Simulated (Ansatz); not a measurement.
An input for Ansatz 0.2.0 (RbFeF4 (P4/mmm)):

```yaml
crystal:
  lattice:
    - [0.0, -3.89406478, 0.0]
    - [0.0, 0.0, -3.89406478]
    - [6.37808434, 0.0, 0.0]
  atoms:
    - { symbol: Rb, position: [0.0, 0.0, 0.0] }
    - { symbol: Fe, position: [0.5, 0.5, 0.5] }
    - { symbol: F, position: [0.5, 0.5, 0.79594812] }
    - { symbol: F, position: [0.5, 0.5, 0.20405188] }
    - { symbol: F, position: [0.5, 0.0, 0.5] }
    - { symbol: F, position: [0.0, 0.5, 0.5] }
kpoints:
  mp_grid: { grid: [8, 8, 4] }
  band_path:
    path:
      - [[0.0, 0.0, 0.0], [0.0, 0.5, 0.0], [0.5, 0.5, 0.0], [0.0, 0.0, 0.0], [0.0, 0.0, 0.5], [0.0, 0.5, 0.5], [0.5, 0.5, 0.5], [0.0, 0.0, 0.5]]
      - [[0.0, 0.5, 0.0], [0.0, 0.5, 0.5]]
      - [[0.5, 0.5, 0.0], [0.5, 0.5, 0.5]]
    npoints: 10
hamiltonian:
  xc: lda
  pseudopotentials: { kind: paw, source: ansatz }
scf:
  occupations: { method: gaussian, width: 0.08 }
  n_extra_bands: 19
  max_iter: 150
output:
  eigenvalues: true
  forces: true
  stress: true
  fatbands: true
```

```sh
ansatz run input.yaml --threads 4 --pin off --max-ram 9216MiB --backend cpu --events-out ev --progress --plain --runs-dir out
```

Estimate wall time and host memory on 4 threads of Arm Neoverse N1, shared host.

It took 63 s; on shared hardware allow 32 s to 2.1 min. Peak host memory was 1.1 GiB. The sizes that set the cost: 7477 plane waves a state, 45 irreducible k points and 13 SCF cycles.

[Paths, hosts, dates, memory and timing lines, banners, echoed tables and standing remarks are left out of the program output.]

[Logs are printed without paths, hosts, clocks, repeated set-up lines and the standing remarks that a program may print on its own settings, such as how far it seeks lower states.]

[Runs of the session that timed out or met a known fault of the program may be left out.]

[Hosts, paths, dates, database ids (printed as entryN), source tags and the programs' standing remarks are cut or masked in the printed files.]
